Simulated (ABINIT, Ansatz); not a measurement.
## Germanium (Fd-3m): zone-centre phonons

Aim: the zone-centre modes of Germanium (Fd-3m).

Main program and level: ABINIT 10.8.3; DFT LDA, scalar-relativistic, plane waves, PseudoDojo norm-conserving pseudopotentials.

Report form: the programs' logs are mostly left out.

## 1. Starting point

The structure is cubic, space group Fd-3m (No. 227). The conventional cell has a = 5.621 Å, b = 5.621 Å, c = 5.621 Å, α = 90.00°, β = 90.00°, γ = 90.00°. Nearest to Ge lie 4 Ge at 2.43 Å.

## 2. Relaxing the cell and atoms

The harmonic expansion needs vanishing forces, and a free crystal bears no stress, so cell and atoms are brought to rest. Stress is more sensitive to the basis than forces are: the last 3 Ha under the cutoff are smoothed with ecutsm, and the cutoff is raised above that of the later runs.

The starting cell comes from a relaxation made beforehand in Ansatz (LDA, PseudoDojo NC).

relax.abi

```
# relaxation
ionmov 2
optcell 2
dilatmx 1.08
ntime 40
tolmxf 1.0d-05
tolvrs 1.0d-14
prtwf 0
prtden 0
chksymtnons 0

# basis, mesh and filling
ecut 43.0
ecutsm 3.0
ngkpt 12 12 12
nshiftk 1
shiftk 0.0 0.0 0.0
istwfk *1
occopt 7
tsmear 0.01
nband 21
nstep 100
diemac 1000000.0
prtebands 0
prtgsr 0
useylm 1

# cell and atoms
acell 3*1.0 Angstrom
rprim 
    0.0 2.810432411 2.810432411
    2.810432411 0.0 2.810432411
    2.810432411 2.810432411 0.0
ntypat 1
znucl 32
natom 2
typat 1 1
xred 
    0.0 0.0 0.0
    0.25 0.25 0.25
pp_dirpath "./pseudo"
pseudos "Ge.upf"
```

The run is started by

```
OMP_NUM_THREADS=1 mpirun -n 4 abinit relax.abi > relax.log
```

Elapsed: 2.5 min, on 4 MPI ranks of Arm Neoverse V1, shared host.

Little changed from the start: no atom moved by 0.005 Å and no cell edge by 0.1 %.

This step gave:

```
volume per atom   : 22.21 Å³
pressure          : 2.50e-5 GPa
gap on the k-mesh : 0 eV
```

## 3. Self-consistent run for the response

The response is built on these wavefunctions, so the potential is converged far more tightly than an energy would need. Occupations are smeared.

gs.abi

```
# ground state
tolvrs 1.0d-16
prtden 1
prtwf 1

# basis, mesh and filling
ecut 35.0
ngkpt 12 12 12
nshiftk 1
shiftk 0.0 0.0 0.0
istwfk *1
occopt 7
tsmear 0.01
nband 21
nstep 100
diemac 1000000.0
prtebands 0
prtgsr 0
useylm 1

# cell and atoms
acell 3*1.0 Angstrom
rprim 
    0.0 2.810954027 2.810954027
    2.810954027 0.0 2.810954027
    2.810954027 2.810954027 0.0
ntypat 1
znucl 32
natom 2
typat 1 1
xred 
    0.0 0.0 0.0
    0.25 0.25 0.25
pp_dirpath "./pseudo"
pseudos "Ge.upf"
```

The run is started by

```
OMP_NUM_THREADS=1 mpirun -n 4 abinit gs.abi > gs.log
```

Run time: 56 s. Hardware: 4 MPI ranks.

Read from the output:

```
pressure : -1.962 GPa
```

The cell stands at -2.0 GPa: the relaxation ran with a smoothed and higher cutoff, and the difference is a stress of the finite basis.

## 4. Linear response at Γ

At q = 0 one unit cell holds all displacements. The response is solved for single atoms along the cell's directions, and symmetry skips those that follow from others. The crystal is treated as a metal, which screens a static field, so no field response is asked.

dfpt_gamma.abi

```

# common to the responses
getwfk_filepath "gso_WFK"
kptopt 2
nqpt 1
qpt 0.0 0.0 0.0
asr 0
chneut 0

# displacements
rfphon 1
rfatpol 1 2
rfdir 1 1 1
tolvrs 1.0d-10
prtwf 0

# basis, mesh and filling
ecut 35.0
ngkpt 12 12 12
nshiftk 1
shiftk 0.0 0.0 0.0
istwfk *1
occopt 7
tsmear 0.01
nband 21
nstep 100
diemac 1000000.0
prtebands 0
prtgsr 0
useylm 1

# cell and atoms
acell 3*1.0 Angstrom
rprim 
    0.0 2.810954027 2.810954027
    2.810954027 0.0 2.810954027
    2.810954027 2.810954027 0.0
ntypat 1
znucl 32
natom 2
typat 1 1
xred 
    0.0 0.0 0.0
    0.25 0.25 0.25
pp_dirpath "./pseudo"
pseudos "Ge.upf"
```

The run is started by

```
OMP_NUM_THREADS=1 mpirun -n 4 abinit dfpt_gamma.abi > dfpt_gamma.log
```

Run time: 5.9 min. Hardware: 4 MPI ranks; 24 min of CPU time.

Numbers from this step:

- largest acoustic frequency at the zone centre before the sum rule: 2.62 cm⁻¹
- highest optical zone-centre mode (no LO-TO term): 287.8 cm⁻¹
- lowest optical zone-centre mode: 287.8 cm⁻¹

The acoustic modes at Γ come out as far as 2.6 cm⁻¹ from zero, where they should vanish, a small numerical error.

## 5. Zone-centre analysis

anaddb reads the merged derivatives and imposes the acoustic sum rule.

anaddb.abi

```
ddb_filepath "gamma_DDB"
output_file "anaddb.abo"
outdata_prefix "anaddb"
asr 1
chneut 1
enunit 2
eivec 1
nph1l 1
qph1l 0.0 0.0 0.0 1.0
```

mrgddb.in

```
gamma_DDB
merged
2
dfpt_gammao_DDB
gso_DDB
```

The run is started by

```
mrgddb < mrgddb.in > mrgddb.log
OMP_NUM_THREADS=1 anaddb anaddb.abi > anaddb.log
```

It took 0.49 s on 1 thread.

No LO-TO term; unit eigenvectors of the mass-weighted matrix, from anaddb's displacements. Modes at Γ:

```
mode  frequency (cm⁻¹)  symmetry
   1               0.0  acoustic
   2               0.0  acoustic
   3               0.0  acoustic
   4             287.8       T2g
   5             287.8       T2g
   6             287.8       T2g
```

Displacements in mode 4 (287.8 cm⁻¹), the largest set to 1:
```
Ge1  0.00  0.00 -1.00
Ge2  0.00  0.00  1.00
```

The rule moves no optical mode by more than 0.1 cm⁻¹.

## 6. Cross-check with Ansatz

A second program on the same cell, potentials, cutoff and meshes tests the implementation of the phonon response, not its convergence.

This step: DFT LDA, scalar-relativistic, plane waves, PseudoDojo norm-conserving pseudopotentials (Ansatz 0.2.0).

input.yaml

```yaml
crystal:
  lattice:
    - [0.0, 2.8109540275, 2.8109540275]
    - [2.8109540275, 0.0, 2.8109540275]
    - [2.8109540275, 2.8109540275, 0.0]
  atoms:
    - { symbol: Ge, position: [0.0, 0.0, 0.0] }
    - { symbol: Ge, position: [0.25, 0.25, 0.25] }
kpoints:
  mp_grid: { grid: [12, 12, 12] }
hamiltonian:
  xc: lda
  pseudopotentials: { kind: nc, accuracy: standard }
scf:
  occupations: { method: gaussian, width: 0.27211 }
output:
  eigenvalues: true
basis:
  ecutwfc: 952.399
phonons:
  method: dfpt
```

The run is started by

```
ansatz run input.yaml --threads 4 --pin off --max-ram 16384MiB --backend cpu --events-out ev --progress --plain --runs-dir out
```

Wall time 18 s (4 threads); peak memory 1.2 GiB; 70 s of CPU time.

This step gave:

- sum-rule residual before enforcement: 1.08e-4 eV/Å²

## 7. Side by side: ABINIT PseudoDojo and Ansatz, PseudoDojo

Numbers from this step:

- root-mean-square difference: 0.04 cm⁻¹
- largest difference: 0.04 cm⁻¹

Frequencies side by side, by row:

```
q (reciprocal lattice)  mode  ABINIT PseudoDojo (cm⁻¹)  Ansatz, PseudoDojo (cm⁻¹)
                 0 0 0     1                         0                          0
                 0 0 0     2                         0                          0
                 0 0 0     3                         0                          0
                 0 0 0     4                     287.8                      287.8
                 0 0 0     5                     287.8                      287.8
                 0 0 0     6                     287.8                      287.8
```

At the zone centre the largest difference (acoustic modes at Γ apart) is 0.01 % of the highest mode.

## 8. Results

```
space group after relaxation                                           : Fd-3m
volume per atom                                                        : 22.2 Å³
highest optical zone-centre mode (no LO-TO term)                       : 287.8 cm⁻¹
imaginary optical modes at the zone centre (no q mesh in this session) : none
largest difference from Ansatz, PseudoDojo                             : 0.04 cm⁻¹
```

**Reading.** At the LDA level the optical modes of Germanium (Fd-3m) at the zone centre lie at 288 cm⁻¹. The base run prints -2.0 GPa, mostly the error of a finite basis; the relaxation, with a smoothed and higher cutoff, had brought the cell to rest. An error of this size shows a cutoff that is short for these files. ABINIT PseudoDojo and Ansatz, PseudoDojo agree to 0.04 cm⁻¹ (0.01 % of the highest mode compared) on all solved modes but the acoustic ones at Γ. These are harmonic frequencies at zero temperature: anharmonic shifts and linewidths and thermal expansion are left out. In a metal the frequencies hang on the k mesh and the smearing, most of all near Kohn anomalies. This level closes the gap of a semiconductor at Γ; on a mesh that holds Γ the partly filled states there soften the zone-centre modes by up to a few per cent. Ansatz warns that the cutoff lies 10 % under the one recommended for these files; agreement at one cutoff is not convergence.

[Host names and launcher messages were left out of these logs when they were recorded.]

[Logs are printed without paths, hosts, clocks, repeated set-up lines and the standing remarks that a program may print on its own settings, such as how far it seeks lower states.]

[Hosts, paths, dates, database ids (printed as entryN), source tags and the programs' standing remarks are cut or masked in the printed files.]
